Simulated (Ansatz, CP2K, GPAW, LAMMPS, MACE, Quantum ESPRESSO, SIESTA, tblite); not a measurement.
# SIESTA on liquid Al56Cu44 (at. %) at 1700 K (71 atoms): settings against a plane-wave reference, part 2 of 2

How do the settings of SIESTA change the result for liquid Al56Cu44 (at. %) at 1700 K (71 atoms)? A plane-wave run serves as the yardstick.

Program: SIESTA 5.4.2; the method stands at each step. Banners, paths, timers and routine set-up lines are dropped from the logs unmarked, and long logs keep their key lines alone; longer cuts are marked. The potentials were converted by us to PSML.

So far. Step 2 (PBE, DZP, shift 0.01 Ry, mesh 500 Ry): Forces lie 8.2 % from the reference's, at 10 times its CPU time (on 2 against 8 cores). Step 3 (PBE, SZP, shift 0.01 Ry, mesh 500 Ry): Against the first run (8.2 %), the force difference from the reference is 24 %, at 0.75 times the CPU time, with 763 basis functions against 1109: the smaller basis costs accuracy.

In doubt: a PseudoDojo file used here is known to give poor structures and forces (steps 2, 3, 4), which bears on pressures, cells, forces and phonons.

## (4) PBE, DZP, shift 0.01 Ry, mesh 150 Ry

Method: Kohn-Sham DFT, PBE, PseudoDojo 0.4.1 norm-conserving pseudopotentials (converted to PSML), numerical atomic orbitals (DZP), diagonalisation.

File input.fdf:

```
SystemLabel cell
NumberOfAtoms 71
NumberOfSpecies 2
%block ChemicalSpeciesLabel
  1 13 Al
  2 29 Cu
%endblock ChemicalSpeciesLabel
LatticeConstant 1.0 Ang
%block LatticeVectors
  10.68344 0.00000 0.00000
  0.00000 10.68344 0.00000
  0.00000 0.00000 10.68344
%endblock LatticeVectors
PAO.BasisSize DZP
PAO.EnergyShift 0.01 Ry
XC.Functional GGA
XC.Authors PBE
MeshCutoff 150 Ry
%block kgrid_Monkhorst_Pack
  1 0 0 0.0
  0 1 0 0.0
  0 0 1 0.0
%endblock kgrid_Monkhorst_Pack
SolutionMethod diagon
OccupationFunction FD
ElectronicTemperature 580 K
SCF.Mixer.Method Pulay
SCF.Mixer.Weight 0.05
SCF.Mixer.History 8
SCF.Mix Hamiltonian
MaxSCFIterations 300
SCF.DM.Tolerance 1e-04
SCF.H.Tolerance 1.0e-3 eV
WriteForces T
Write.HirshfeldPop T
Write.VoronoiPop T
Write.DM F
Write.H F
XML.Write F
AtomicCoordinatesFormat Fractional
%block AtomicCoordinatesAndAtomicSpecies
[... 71 atom lines left out: the same atoms as in the first run ...]
%endblock AtomicCoordinatesAndAtomicSpecies
```

On the command line:

```
$ OMP_NUM_THREADS=1 mpirun -np 2 siesta < input.fdf > output.txt
```

Log:

```text
Version         : 5.4.2
reinit: System Name:
reinit: System Label: cell
initatom: Reading input for the pseudopotentials and atomic orbitals ----------
Species number:   1 Atomic number:   13 Label: Al
Species number:   2 Atomic number:   29 Label: Cu
Ground state valence configuration (from tables):   3s02  3p01  3d00  4f00
Ground state valence configuration (from tables):   4s01  4p00  3d10  4f00
---- Processing specs for species: Al
GGA--PBE XC_GGA_X_PBE--XC_GGA_C_PBE pb
---- Processing specs for species: Cu
GGA--PBE XC_GGA_X_PBE--XC_GGA_C_PBE pb
[... lines left out ...]
stepf: Fermi-Dirac step function
        iscf     Eharris(eV)        E_KS(eV)     FreeEng(eV)     dDmax    Ef(eV) dHmax(eV)
[... lines left out ...]
SCF Convergence by DM+H criterion
[... lines left out ...]
SCF cycle converged after 24 iterations
[... lines left out ...]
   Max    3.274895
[... lines left out ...]
   Max    3.274895    constrained
Stress tensor Voigt[x,y,z,yz,xz,xy] (kbar):       44.04       26.68       14.37      -14.53       15.72       -0.78
[... lines left out ...]
siesta: FreeEng =   -162414.164537
[... lines left out ...]
siesta:       Ion-ion =  -55290.766077
siesta:         Total = -162413.895685
siesta:         Fermi =      -3.814340
siesta: Stress tensor (static) (eV/Ang**3):
siesta:     0.027488   -0.000485    0.009813
siesta:    -0.000485    0.016651   -0.009072
siesta:     0.009813   -0.009072    0.008969
siesta: Cell volume =       1219.363935 Ang**3
siesta: Pressure (static):
siesta:                Solid            Molecule  Units
siesta:          -0.00019281         -0.00033764  Ry/Bohr**3
siesta:          -0.01770265         -0.03100085  eV/Ang**3
siesta:         -28.36276790        -49.66883304  kBar
    Orbital volume contribution        =          64.267097 eV
    (Free)E + p_basis*V_orbitals       =     -162349.897440 eV
    (Free)Eharris+ p_basis*V_orbitals  =     -162349.897448 eV
Hirshfeld Atomic Populations:
Atom #   charge [q] valence [e]  Species
     1    -0.225241    3.225241  Al
     2    -0.147734    3.147734  Al
     3    -0.173561    3.173561  Al
[...]
41     0.258780   18.741220  Cu
    42     0.291572   18.708428  Cu
    43     0.300863   18.699137  Cu
[...]
--------------------
 Total    -0.000076
Voronoi Atomic Populations:
Atom #   charge [q] valence [e]  Species
[...]
39    -0.112449    3.112449  Al
    40    -0.130580    3.130580  Al
[...]
70     0.208344   18.791656  Cu
    71     0.108062   18.891938  Cu
--------------------
 Total    -0.000077
```

Wall time 1.8 min (2 MPI ranks of Arm Neoverse V2, shared host); peak memory 0.89 GiB.

Against the reference:

- r.m.s. force component: 1.021 eV/Å
- r.m.s. difference of force components: 82.81 meV/Å
- longest difference of force vectors: 280.8 meV/Å
- force difference over r.m.s. force: 8.604 %
- slope of forces against the reference's: 1.059
- correlation of force components: 0.9983
- pressure: -2.836 GPa
- pressure difference: -0.9102 GPa
- energy less the same-level run's: -6.814 meV/atom
- r.m.s. force difference from the same-level run: 21.31 meV/Å

This is a coarse setting, run to see what it loses.

Against the first run (8.2 %), the force difference from the reference is 8.6 %, at 0.21 times the CPU time: the change moves forces by 21 meV/Å r.m.s., so most of the difference comes from elsewhere.

## (5) The ladder

Differences are against the plane-wave reference, forces as r.m.s. over components; share is that over the reference's r.m.s. force, slope the least-squares factor from reference forces to these. Total energies of different programs have different zeros and aren't compared.

```
                                                 run  Δ force, r.m.s. (meV/Å)  share (%)  slope  Δ pressure (GPa)  cores  CPU time  memory (GiB)
                                           reference                        -          -      -                 -      8     100 s           1.7
         SIESTA PBE, DZP, shift 0.01 Ry, mesh 500 Ry                     79.2       8.23  1.058             -1.05      2    17 min           2.8
SIESTA PBE, SZP, shift 0.01 Ry, mesh 500 Ry (coarse)                      226       23.5  1.172             0.995      2    13 min           2.4
SIESTA PBE, DZP, shift 0.01 Ry, mesh 150 Ry (coarse)                     82.8       8.60  1.059            -0.910      2   3.6 min          0.89
```

Rows marked coarse were listed beforehand as settings not expected to be converged; some can still land near the reference.

CPU time is summed over cores on a shared host, where runs went side by side, so it is rough. Symmetry, cutoffs, thresholds, outputs and thread counts weren't matched or tuned between programs; memory under MPI is the largest rank's times the ranks.

Within one program, basis, potentials and functional, energies share a zero. Each run against its twin at the usual cutoff or grid and solver:

```
                                        run                             twin  Δ energy (meV/atom)  Δ force, r.m.s. (meV/Å)  CPU time over the twin's
SIESTA PBE, DZP, shift 0.01 Ry, mesh 150 Ry  DZP, shift 0.01 Ry, mesh 500 Ry                -6.81                     21.3                      0.21
```

## (6) Summary of results

```
nearest in forces : SIESTA PBE, DZP, shift 0.01 Ry, mesh 500 Ry, 8.2 %
its CPU time      : 17 min
```

In words: The PBE run in local orbitals, coarse settings apart, differs by 8.2 % (SIESTA PBE, DZP, shift 0.01 Ry, mesh 500 Ry); basis, grid and potentials can all enter. Runs with settings chosen to be coarse differ by 8.6 % (SIESTA PBE, DZP, shift 0.01 Ry, mesh 150 Ry) to 24 % (SIESTA PBE, SZP, shift 0.01 Ry, mesh 500 Ry), their programs' other errors included. None of the electronic-structure runs in the table takes under half the reference's CPU time of 100 s; they take 2.2 to 10 times as much. SIESTA PBE, SZP, shift 0.01 Ry, mesh 500 Ry stiffens the forces by a factor of 1.17 while following their directions (correlation 0.991); the slopes of the 3 SIESTA runs lie between 1.06 and 1.17. A potential file of the SIESTA runs is in doubt, which bears on their forces and pressure. The frame stands for 1700 K, but pressures are static and levels are smeared at 580 K, under the temperature of the frame, which matters where levels are partly filled. The electron count is odd in these runs, and they have no spin polarisation, so the unpaired electron is spread evenly over both spins. The network of bonds at the start is that of the classical potential that made the cell, and needn't be the one that DFT or experiment would give. The electron count is odd and the run has no spin polarisation, so levels at the top are partly filled by construction. The electronic-structure runs sample only Γ, in a cell whose shortest periodic width is 11 Å, which is coarse for a cell with partly filled levels.

[Also dropped from logs without a mark: logging warnings of Python, and SIESTA's first energy breakdown and zero terms.]

[Logs are printed without paths, hosts, clocks, repeated set-up lines and the standing remarks that a program may print on its own settings, such as how far it seeks lower states.]

[Hosts, paths, dates, database ids (printed as entryN), source tags and the programs' standing remarks are cut or masked in the printed files.]
